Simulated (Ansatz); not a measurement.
# A bimetallic surface: Pd on Al(111), half in the top layer, both faces, part 2 of 4

Aim: core-level shifts, shell centres and work function of Pd on Al(111), half in the top layer, both faces. Spin–orbit coupling is left out of the bands throughout.

Ansatz 0.2.0; DFT, PBE, plane-wave PAW, default files, scalar-relativistic.

So far, work function, upper face (eV): step 2 (the clean face) 4.09.

### 3. Relaxation

System of this step: Al4Pd. The cell holds 20 atoms: 4 Pd and 16 Al. Its edges and angles: a = 5.713 Å, b = 5.713 Å, c = 23.330 Å, α = 90.0°, β = 90.0°, γ = 60.0°. It derives from Al. How the cell was made: overlayer; added: Pd; how: half in the top layer, both faces. Regions: L1, 4 atoms (2 Al and 2 Pd); L2, 4 atoms (4 Al); L3, 4 atoms (4 Al); rest, 8 atoms (6 Al and 2 Pd). Vacuum lies along c.

The cut or typed positions aren't at rest, and spectra shift with geometry, so the relaxation comes first. 4 atoms are held to stand for the bulk.

The input, input.yaml:

```yaml
crystal:
  lattice:
    - [5.713422792, 0.0, 0.0]
    - [2.856711396, 4.9479692804, 0.0]
    - [0.0, 0.0, 23.3299803501]
  atoms:
    - { symbol: Pd, position: [0.0, 0.0, 0.699956884] }
    - { symbol: Pd, position: [0.5, 0.0, 0.699956884] }
    - { symbol: Al, position: [0.0, 0.5, 0.699956884] }
    - { symbol: Al, position: [0.5, 0.5, 0.699956884] }
    - { symbol: Al, position: [0.833333333, 0.333333333, 0.599978442] }
    - { symbol: Al, position: [0.333333333, 0.333333333, 0.599978442] }
    - { symbol: Al, position: [0.833333333, 0.833333333, 0.599978442] }
    - { symbol: Al, position: [0.333333333, 0.833333333, 0.599978442] }
    - { symbol: Al, position: [0.166666667, 0.166666667, 0.5] }
    - { symbol: Al, position: [0.666666667, 0.166666667, 0.5] }
    - { symbol: Al, position: [0.166666667, 0.666666667, 0.5] }
    - { symbol: Al, position: [0.666666667, 0.666666667, 0.5] }
    - { symbol: Al, position: [0.0, 0.0, 0.400021558] }
    - { symbol: Al, position: [0.5, 0.0, 0.400021558] }
    - { symbol: Al, position: [0.0, 0.5, 0.400021558] }
    - { symbol: Al, position: [0.5, 0.5, 0.400021558] }
    - { symbol: Pd, position: [0.833333333, 0.333333333, 0.300043116] }
    - { symbol: Pd, position: [0.333333333, 0.333333333, 0.300043116] }
    - { symbol: Al, position: [0.833333333, 0.833333333, 0.300043116] }
    - { symbol: Al, position: [0.333333333, 0.833333333, 0.300043116] }
kpoints:
  mp_grid: { grid: [6, 6, 1] }
scf:
  occupations: { method: fermi_dirac, width: 0.05 }
  n_extra_bands: 16
hamiltonian:
  xc: pbe
  pseudopotentials: { kind: paw }
output:
  forces: true
  write_potential: true
  volumetric_format: []
relax:
  f_tol: 0.03
  max_steps: 45
  constraints: [{ sites: [8, 9, 10, 11] }]
```

Launch:

```bash
ansatz run input.yaml --threads 4 --pin off --max-ram 14336MiB --backend cpu --events-out ev --progress --plain --runs-dir out
```

Numbers of over 12 decimals in the logs are rounded to 6 here.

Log:

```text
[...]
Crystal: 20 atoms, lattice volume = 659.535 Å³
Basis set: ecut = 420 eV, 12941 PW (Γ), exchange–correlation on 80×80×320 points (8 copies of the dense FFT grid, shifted against one another)
Bands: 76, of which v1, the nominal top of the filled ones, is band 60 counted from 1 (59 counted from 0)
Symmetry: 8 space group operations
[...]
k-points: 13 of 36
[...]
SCF iter   1: F=—  HF=-36493.188856 eV  |F-HF|=—  |Δ(HF+E_count)|=         —  Δρ=2.55e-3  dr2=4.93e-1  ethr=1.77e-3  ⟨swp⟩=10.0  Hψ=5129  notcnv=0  defer=12
[...]
SCF iter   6: F=-36493.176243 eV  HF=-36493.176242 eV  |F-HF|=1.43e-7  |Δ(HF+E_count)|=   1.02e-6  Δρ=4.59e-6  dr2=1.41e-7  ethr=1.59e-9  ⟨swp⟩=10.5  Hψ=8700  notcnv=0
SCF 1 converged in 6 iterations: F = -36493.176243 eV  dr2 = 1.41e-7
[...]
relax step   1: F+E_penalty+E_count = -36493.17624253 eV  Δ(F+E_penalty+E_count) = +0.000e0 eV  max|allowed force component| = 1.182e0 eV/Å  Δτ_max = 0.0000 Å  (6 SCF iters, dr2 threshold 2.25e-5 eV, accepted)
[...]
SCF iter   6: F=-36493.960599 eV  HF=-36493.960599 eV  |F-HF|=5.11e-7  |Δ(HF+E_count)|=   9.76e-6  Δρ=2.72e-5  dr2=6.11e-6  ethr=7.28e-8  ⟨swp⟩=11.5  Hψ=9639  notcnv=0
SCF 2 converged in 6 iterations: F = -36493.960599 eV  dr2 = 6.11e-6
relax step   2: F+E_penalty+E_count = -36493.96059892 eV  Δ(F+E_penalty+E_count) = -7.844e-1 eV  max|allowed force component| = 4.556e-1 eV/Å  Δτ_max = 0.1948 Å  (6 SCF iters, dr2 threshold 8.73e-5 eV, accepted)
[...]
SCF iter   6: F=-36494.170081 eV  HF=-36494.170078 eV  |F-HF|=3.22e-6  |Δ(HF+E_count)|=   3.44e-5  Δρ=3.51e-5  dr2=7.50e-6  ethr=1.08e-8  ⟨swp⟩=12.5  Hψ=9732  notcnv=0
SCF 3 converged in 6 iterations: F = -36494.170081 eV  dr2 = 7.50e-6
relax step   3: F+E_penalty+E_count = -36494.17008106 eV  Δ(F+E_penalty+E_count) = -2.095e-1 eV  max|allowed force component| = 1.090e-1 eV/Å  Δτ_max = 0.1937 Å  (6 SCF iters, dr2 threshold 1.30e-5 eV, accepted)
[...]
relax step   4: F+E_penalty+E_count = -36494.19253659 eV  Δ(F+E_penalty+E_count) = -2.246e-2 eV  max|allowed force component| = 3.516e-2 eV/Å  Δτ_max = 0.0739 Å  (7 SCF iters, accepted)
SCF iter   1: F=—  HF=-36494.200492 eV  |F-HF|=—  |Δ(HF+E_count)|=         —  Δρ=1.48e-3  dr2=2.24e-2  ethr=2.29e-4  ⟨swp⟩=3.3  Hψ=2084  notcnv=0  defer=46
[...]
SCF iter   7: F=-36494.195834 eV  HF=-36494.195834 eV  |F-HF|=1.71e-8  |Δ(HF+E_count)|=   1.08e-7  Δρ=1.09e-6  dr2=9.10e-9  ethr=8.33e-11  ⟨swp⟩=11.1  Hψ=7277  notcnv=0
SCF 5 converged in 7 iterations: F = -36494.195834 eV  dr2 = 9.10e-9
relax step   5: F+E_penalty+E_count = -36494.19583427 eV  Δ(F+E_penalty+E_count) = -3.298e-3 eV  max|allowed force component| = 6.550e-3 eV/Å  Δτ_max = 0.0248 Å  (7 SCF iters, accepted)
NSCF: frozen V_eff on 13 k-points
[...]
SCF converged after 7 iterations
Free energy (F): -36494.195834 eV
[...]
Internal energy: -36494.147466 eV  (E = F + TS)
E sigma→0 (E₀):  -36494.171650 eV
Entropy (-TS):   -0.048368 eV (-2.418 meV/atom)
Fermi energy:    2.916619 eV
[...]
--- Forces (eV/Å), atoms counted from 1 ---
  atom   1  Pd    -0.00000000     0.00619575     0.00043112
  atom   2  Pd    -0.00000000     0.00619575     0.00043112
  atom   3  Al    -0.00000000    -0.00330190    -0.00173975
  atom   4  Al    -0.00000000    -0.00330190    -0.00173975
  atom   5  Al    -0.00000000    -0.00635679     0.00368092
  atom   6  Al    -0.00000000    -0.00635679     0.00368092
  atom   7  Al     0.00000000    -0.00513203    -0.00655042
  atom   8  Al     0.00000000    -0.00513203    -0.00655042
  atom   9  Al     0.00000000    -0.00000000     0.00000000
  atom  10  Al     0.00000000    -0.00000000     0.00000000
  atom  11  Al    -0.00000000    -0.00000000     0.00000000
  atom  12  Al    -0.00000000    -0.00000000     0.00000000
  atom  13  Al     0.00000000     0.00635679    -0.00368092
  atom  14  Al     0.00000000     0.00635679    -0.00368092
  atom  15  Al    -0.00000000     0.00513203     0.00655042
  atom  16  Al    -0.00000000     0.00513203     0.00655042
  atom  17  Pd     0.00000000    -0.00619575    -0.00043112
  atom  18  Pd     0.00000000    -0.00619575    -0.00043112
  atom  19  Al     0.00000000     0.00330190     0.00173975
  atom  20  Al     0.00000000     0.00330190     0.00173975
  max |Σ_I F_I| component: 1.56e-17 eV/Å
--- Band table (eV; the first three rows and the last of 13) ---
  k-point 0: bands = [... 56 lower, 1.3630, 1.4950, 1.6179, 1.6998, 2.7314, 2.9277, 2.9386, 3.0472, ... 12 higher]
  k-point 1: bands = [... 56 lower, 1.2126, 1.6474, 1.8311, 2.0875, 2.7413, 3.0550, 3.1990, 3.3978, ... 12 higher]
  k-point 2: bands = [... 56 lower, 1.9756, 2.1685, 2.4949, 2.5679, 3.3070, 3.3571, 3.3666, 3.8621, ... 12 higher]
  k-point 12: bands = [... 56 lower, 2.0532, 2.2323, 2.7715, 3.0790, 3.1436, 3.1788, 3.6776, 3.9089, ... 12 higher]
--- Relaxed structure (5 steps of the walk, 5 accepted, 0 SCFs on fresh bases) ---
  F+E_penalty+E_count = -36494.19583427 eV   max|allowed force component| = 6.550e-3 eV/Å
  atoms:
    - { symbol: Pd, position: [-0.00910847, 0.018217, 0.681286] }
    - { symbol: Pd, position: [0.490892, 0.018217, 0.681286] }
    - { symbol: Al, position: [-0.0048496, 0.509699, 0.695241] }
    - { symbol: Al, position: [0.495150, 0.509699, 0.695241] }
    - { symbol: Al, position: [0.829727, 0.340545, 0.595172] }
    - { symbol: Al, position: [0.329727, 0.340545, 0.595172] }
    - { symbol: Al, position: [0.832301, 0.835399, 0.597490] }
    - { symbol: Al, position: [0.332301, 0.835399, 0.597490] }
    - { symbol: Al, position: [0.166667, 0.166667, 0.5] }
    - { symbol: Al, position: [0.666667, 0.166667, 0.5] }
    - { symbol: Al, position: [0.166667, 0.666667, 0.5] }
    - { symbol: Al, position: [0.666667, 0.666667, 0.5] }
    - { symbol: Al, position: [0.00360587, -0.00721175, 0.404828] }
    - { symbol: Al, position: [0.503606, -0.00721175, 0.404828] }
    - { symbol: Al, position: [0.00103262, 0.497935, 0.402510] }
    - { symbol: Al, position: [0.501033, 0.497935, 0.402510] }
    - { symbol: Pd, position: [0.842442, 0.315116, 0.318714] }
    - { symbol: Pd, position: [0.342442, 0.315116, 0.318714] }
    - { symbol: Al, position: [0.838183, 0.823634, 0.304759] }
    - { symbol: Al, position: [0.338183, 0.823634, 0.304759] }
```

Wall time 57 s (4 threads of Arm Neoverse V1, shared host); peak memory 1.6 GiB.

The steps of the relaxation:

```csv
step,energy less that of the first step (eV),largest force component (eV/Å)
1,0.0000,1.1819
2,-0.7844,0.4556
3,-0.9938,0.1090
4,-1.0163,0.0352
5,-1.0196,0.0066
```

Forces are held to the 8 operations that the run works with; a distortion that breaks them can't arise in this run.

The atoms that moved most (Å):

```csv
atom,dx,dy,dz,length
Pd1,0.000,0.090,-0.436,0.445
Pd2,0.000,0.090,-0.436,0.445
Pd18,0.000,-0.090,0.436,0.445
Pd17,0.000,-0.090,0.436,0.445
Al3,0.000,0.048,-0.110,0.120
Al4,0.000,0.048,-0.110,0.120
Al19,0.000,-0.048,0.110,0.120
Al20,0.000,-0.048,0.110,0.120
```

Numbers from this step:

- free energy: -36494.1958 eV
- energy at zero smearing: -36494.1717 eV
- smearing term TS: 0.04837 eV
- Fermi energy: 2.917 eV
- symmetry operations: 8
- work function, upper face: 4.213 eV
- work function, lower face: 4.213 eV

The relaxation ends 51 meV an atom lower, with a largest force component of 0.0066 eV/Å on the free atoms. For the work function, upper face, step 2 gave 4.09 eV; this run, with 20 atoms, gives 4.21 eV (+3 %).

### 4. Bands by layer

The main run: bands along the zone's path, each state's share in the top and middle regions, the DOS and the planar potential. The cell holds 4 small cells, so the bands are unfolded.

The input, input.yaml:

```yaml
crystal:
  lattice:
    - [5.713422792, 0.0, 0.0]
    - [2.856711396, 4.9479692804, 0.0]
    - [0.0, 0.0, 23.3299803501]
  atoms:
    - { symbol: Pd, position: [-0.0091084693, 0.0182169385, 0.6812864063] }
    - { symbol: Pd, position: [0.4908915307, 0.0182169385, 0.6812864063] }
    - { symbol: Al, position: [-0.0048496016, 0.5096992032, 0.6952413451] }
    - { symbol: Al, position: [0.4951503984, 0.5096992032, 0.6952413451] }
    - { symbol: Al, position: [0.8297274596, 0.3405450809, 0.5951720253] }
    - { symbol: Al, position: [0.3297274596, 0.3405450809, 0.5951720253] }
    - { symbol: Al, position: [0.8323007094, 0.8353985811, 0.5974900276] }
    - { symbol: Al, position: [0.3323007094, 0.8353985811, 0.5974900276] }
    - { symbol: Al, position: [0.1666666667, 0.1666666667, 0.5] }
    - { symbol: Al, position: [0.6666666667, 0.1666666667, 0.5] }
    - { symbol: Al, position: [0.1666666667, 0.6666666667, 0.5] }
    - { symbol: Al, position: [0.6666666667, 0.6666666667, 0.5] }
    - { symbol: Al, position: [0.0036058738, -0.0072117476, 0.4048279747] }
    - { symbol: Al, position: [0.5036058738, -0.0072117476, 0.4048279747] }
    - { symbol: Al, position: [0.0010326239, 0.4979347522, 0.4025099724] }
    - { symbol: Al, position: [0.5010326239, 0.4979347522, 0.4025099724] }
    - { symbol: Pd, position: [0.8424418026, 0.3151163948, 0.3187135937] }
    - { symbol: Pd, position: [0.3424418026, 0.3151163948, 0.3187135937] }
    - { symbol: Al, position: [0.8381829349, 0.8236341302, 0.3047586549] }
    - { symbol: Al, position: [0.3381829349, 0.8236341302, 0.3047586549] }
kpoints:
  mp_grid: { grid: [12, 12, 1] }
scf:
  occupations: { method: fermi_dirac, width: 0.05 }
  n_extra_bands: 19
hamiltonian:
  xc: pbe
  pseudopotentials: { kind: paw }
output:
  forces: true
  write_potential: true
  volumetric_format: []
  dos:
    projected:
      site_lists:
        layer_1: [3, 2, 1, 0]
        layer_2: [4, 5, 6, 7]
        layer_3: [8, 9, 10, 11]
        other_layers: [12, 13, 14, 15, 16, 17, 18, 19]
    de: 0.05
    e_range: [-30, 12]
    method: { smearing: { sigma: 0.15, scheme: gaussian } }
  eigenstates:
    kpoints:
      - [0.33333333, -0.33333333, 0.0]
      - [0.25, -0.375, 0.0]
      - [0.16666667, -0.41666667, 0.0]
      - [0.08333333, -0.45833333, 0.0]
      - [0.0, 0.5, 0.0]
      - [-0.08333333, 0.45833333, 0.0]
      # [... 29 more points ...]
      - [0.25, 0.5, 0.0]
      - [0.29166667, -0.41666667, 0.0]
    e_range: [-8.0, 4.0]
    unfold:
      supercell_matrix: [[2, 0, 0], [0, 2, 0], [0, 0, 1]]
      layers:
        axis: 3
        edges: [0.133306, 0.42862, 0.42872, 0.573017, 0.573117, 0.866693]
```

Log:

```text
[...]
Crystal: 20 atoms, lattice volume = 659.535 Å³
Basis set: ecut = 420 eV, 12941 PW (Γ), exchange–correlation on 80×80×320 points (8 copies of the dense FFT grid, shifted against one another)
Bands: 79, of which v1, the nominal top of the filled ones, is band 60 counted from 1 (59 counted from 0)
Symmetry: 8 space group operations
[...]
k-points: 43 of 144
[...]
SCF iter   1: F=—  HF=-36494.088882 eV  |F-HF|=—  |Δ(HF+E_count)|=         —  Δρ=2.21e-3  dr2=1.60e-1  ethr=1.77e-3  ⟨swp⟩=9.6  Hψ=17466  notcnv=0  defer=122
[...]
SCF iter   7: F=-36494.089353 eV  HF=-36494.089353 eV  |F-HF|=1.92e-8  |Δ(HF+E_count)|=   1.89e-7  Δρ=2.14e-6  dr2=5.44e-8  ethr=8.33e-11  ⟨swp⟩=27.4  Hψ=30734  notcnv=0
SCF 1 converged in 7 iterations: F = -36494.089353 eV  dr2 = 5.44e-8
[...]
SCF converged after 7 iterations
Free energy (F): -36494.089353 eV
[...]
Internal energy: -36494.020365 eV  (E = F + TS)
E sigma→0 (E₀):  -36494.054859 eV
Entropy (-TS):   -0.068988 eV (-3.449 meV/atom)
Fermi energy:    2.886511 eV
[...]
--- Forces (eV/Å), atoms counted from 1 ---
  atom   1  Pd    -0.00000000     0.00186884    -0.02621542
  atom   2  Pd    -0.00000000     0.00186884    -0.02621542
  atom   3  Al    -0.00000000    -0.01127626     0.00906840
  atom   4  Al    -0.00000000    -0.01127626     0.00906840
  atom   5  Al     0.00000000    -0.00142380     0.07588917
  atom   6  Al     0.00000000    -0.00142380     0.07588917
  atom   7  Al     0.00000000    -0.01801551     0.08067280
  atom   8  Al     0.00000000    -0.01801551     0.08067280
  atom   9  Al     0.00000000     0.00000000    -0.00000000
  atom  10  Al     0.00000000     0.00000000    -0.00000000
  atom  11  Al    -0.00000000     0.00000000     0.00000000
  atom  12  Al    -0.00000000     0.00000000     0.00000000
  atom  13  Al    -0.00000000     0.00142380    -0.07588917
  atom  14  Al    -0.00000000     0.00142380    -0.07588917
  atom  15  Al    -0.00000000     0.01801551    -0.08067280
  atom  16  Al    -0.00000000     0.01801551    -0.08067280
  atom  17  Pd     0.00000000    -0.00186884     0.02621542
  atom  18  Pd     0.00000000    -0.00186884     0.02621542
  atom  19  Al     0.00000000     0.01127626    -0.00906840
  atom  20  Al     0.00000000     0.01127626    -0.00906840
  max |Σ_I F_I| component: 5.03e-17 eV/Å
--- Band table (eV; the first three rows and the last of 43) ---
  k-point 0: bands = [... 56 lower, 1.3498, 1.4859, 1.6024, 1.6958, 2.7225, 2.9111, 2.9216, 3.0380, ... 15 higher]
  k-point 1: bands = [... 56 lower, 1.2402, 1.3908, 1.7911, 1.9447, 2.4202, 2.9060, 3.0299, 3.2646, ... 15 higher]
  k-point 2: bands = [... 56 lower, 1.2053, 1.6389, 1.8159, 2.0751, 2.7260, 3.0397, 3.1851, 3.3822, ... 15 higher]
  k-point 42: bands = [... 56 lower, 1.9781, 2.5300, 2.8649, 2.9466, 3.2508, 3.3330, 3.4016, 3.8831, ... 15 higher]
```

Run time: 91 s. Hardware: 4 threads; peak memory 2.6 GiB; 6 min of CPU time.

Numbers from this step:

* free energy: -36494.0894 eV
* energy at zero smearing: -36494.0549 eV
* smearing term TS: 0.06899 eV
* Fermi energy: 2.887 eV
* share of occupied states in no projected shell: 0.0139 of the occupied states in the window
* DOS at the Fermi level: 8.405 states/eV/cell
* work function, upper face: 4.261 eV
* work function, lower face: 4.261 eV

A(k,E), total over k along the path and E. Zero: Fermi level.

Values in eV⁻¹, 12 rows by 16 columns, each cell a mean:
```
1.61 1.77 1.54 1.74 0.57 1.13 0.98 1.02 1.07 1.10 0.93 0.77 1.21 1.44 1.93 1.31
1.48 1.95 1.63 1.01 0.38 0.11 0.19 0.24 0.16 0.75 1.37 1.05 0.87 1.09 1.03 1.77
1.65 0.75 1.62 1.19 0.97 0.27 0.14 0.17 0.56 0.97 0.93 1.31 1.39 1.38 1.51 1.31
1.14 2.39 2.21 0.79 0.49 1.03 1.16 1.03 0.66 0.35 1.10 1.06 1.25 1.02 1.48 1.40
1.64 1.63 1.16 0.98 0.82 0.50 0.11 0.23 0.53 0.73 1.03 0.78 1.13 1.31 1.80 1.49
1.64 1.62 0.61 0.88 0.90 1.22 1.45 1.43 1.25 1.13 1.03 1.55 1.32 1.84 1.54 1.87
2.95 0.99 0.99 1.48 1.64 2.47 2.70 2.86 2.21 1.79 2.14 2.85 2.82 1.70 1.84 2.85
2.66 2.69 2.04 1.80 2.45 1.41 1.19 1.12 1.84 2.41 2.43 2.13 1.90 2.59 2.79 2.93
2.75 2.32 2.14 1.60 0.84 0.94 0.95 1.05 1.07 1.00 0.98 1.49 1.86 2.03 3.01 2.71
0.45 1.06 1.01 0.73 0.51 0.77 0.86 0.78 0.47 0.58 0.75 0.99 2.43 2.22 1.02 0.34
0.10 0.93 0.67 0.68 0.81 0.48 0.10 0.20 0.73 0.60 0.66 1.06 0.41 0.20 0.09 0.12
0.04 0.09 0.93 0.55 0.81 0.41 0.92 0.84 0.33 0.71 0.70 0.83 0.03 0.03 0.05 0.03
```
Columns: k along the path (Å⁻¹) from 0 to 3.47; rows upwards: E (eV) from -7.7 to 3.28.

A(k,E), top over k along the path and E. Zero: Fermi level.

Ten even steps from '_' (0.01 eV⁻¹) to '@' (1.92 eV⁻¹), each cell a mean:
```
..--::==::--::....--::..__..::----::::::::..::----::==::==..
----==::::--..______..::--::....____........::__::::----....
::::--::--....____________________..::--....__..__..::..::--
--======------::..__________________..::..::--::::--..::----
--::....::::..::..______________..::....::::::--------....::
==..::==::..::..::--..________::::__........::::..__..::--==
..==++======..______::------::..____....::--::--..::::----..
..::------..::......________________....__......::::..--::..
==--..::::::::--....::________........::::..::::--::==--..--
--::::....::....----..::....::..::::..__..::==++----::::----
..::::__......::__..======++====--::--::----..__::++--::::..
--::..--....::..::--==%%@@@@%%++::....==**++==----------::::
**==::..::--++**++####==----++##****##++==**%%@@**----==++**
**%%@@@@%%**==**##++::::::::::--++####++**++==--++**********
++::::--::::--::----::......::----::==++++--::::::--==++++**
######****++++::....----------::..--::..::--====----==**%%##
..--::..::::....::....__......::::____......::--==++++++::..
__..--......::..__..::::::::....__......::::::++++==::______
____..::__..__....________________..........::....__________
______..::__::__..::__________....__......::________________
________....__::____::------::..____..__::..________________
________..::__..::______________....__::__..________________
```
Columns: k along the path (Å⁻¹) from 0 to 3.47; rows upwards: E (eV) from -7.7 to 3.28.

A(k,E), middle over k along the path and E. Zero: Fermi level.

Values in eV⁻¹, 12 rows by 16 columns, each cell a mean:
```
0.45 0.42 0.40 0.86 0.11 0.15 0.14 0.14 0.14 0.37 0.24 0.18 0.27 0.39 0.44 0.33
0.42 0.49 0.50 0.39 0.02 0.01 0.01 0.01 0.01 0.22 0.36 0.23 0.19 0.31 0.25 0.52
0.36 0.18 0.71 0.29 0.22 0.03 0.01 0.01 0.10 0.30 0.31 0.31 0.29 0.37 0.57 0.32
0.22 0.52 0.78 0.10 0.04 0.25 0.28 0.25 0.16 0.04 0.38 0.24 0.26 0.24 0.49 0.25
0.47 0.75 0.25 0.12 0.07 0.01 0.01 0.01 0.03 0.12 0.30 0.20 0.23 0.26 0.44 0.46
0.71 0.93 0.07 0.12 0.09 0.07 0.02 0.04 0.09 0.10 0.21 0.35 0.27 0.30 0.45 0.78
1.29 0.22 0.21 0.11 0.11 0.13 0.15 0.14 0.11 0.09 0.16 0.65 0.40 0.32 0.39 1.08
0.47 0.21 0.12 0.12 0.12 0.14 0.15 0.15 0.15 0.15 0.14 0.21 0.45 0.52 0.60 0.67
0.33 0.27 0.16 0.13 0.10 0.07 0.05 0.07 0.10 0.11 0.13 0.28 0.53 0.60 0.76 0.33
0.10 0.24 0.25 0.15 0.09 0.13 0.15 0.13 0.08 0.13 0.18 0.22 0.71 0.65 0.22 0.03
0.01 0.43 0.15 0.19 0.20 0.12 0.02 0.05 0.18 0.15 0.17 0.26 0.15 0.02 0.01 0.01
0.00 0.04 0.35 0.13 0.22 0.10 0.24 0.22 0.08 0.19 0.14 0.43 0.01 0.01 0.00 0.00
```
Columns: k along the path (Å⁻¹) from 0 to 3.47; rows upwards: E (eV) from -7.7 to 3.28.

(Continued in part 3 of 4.)

[Logs are printed without paths, hosts, clocks, repeated set-up lines and the standing remarks that a program may print on its own settings, such as how far it seeks lower states.]

[Hosts, paths, dates, database ids (printed as entryN), source tags and the programs' standing remarks are cut or masked in the printed files.]

[Maps of the electrostatic potential energy from Ansatz leave out the sawtooth potential of an applied field or a dipole correction, so their vacuum need not be flat; work functions include it.]
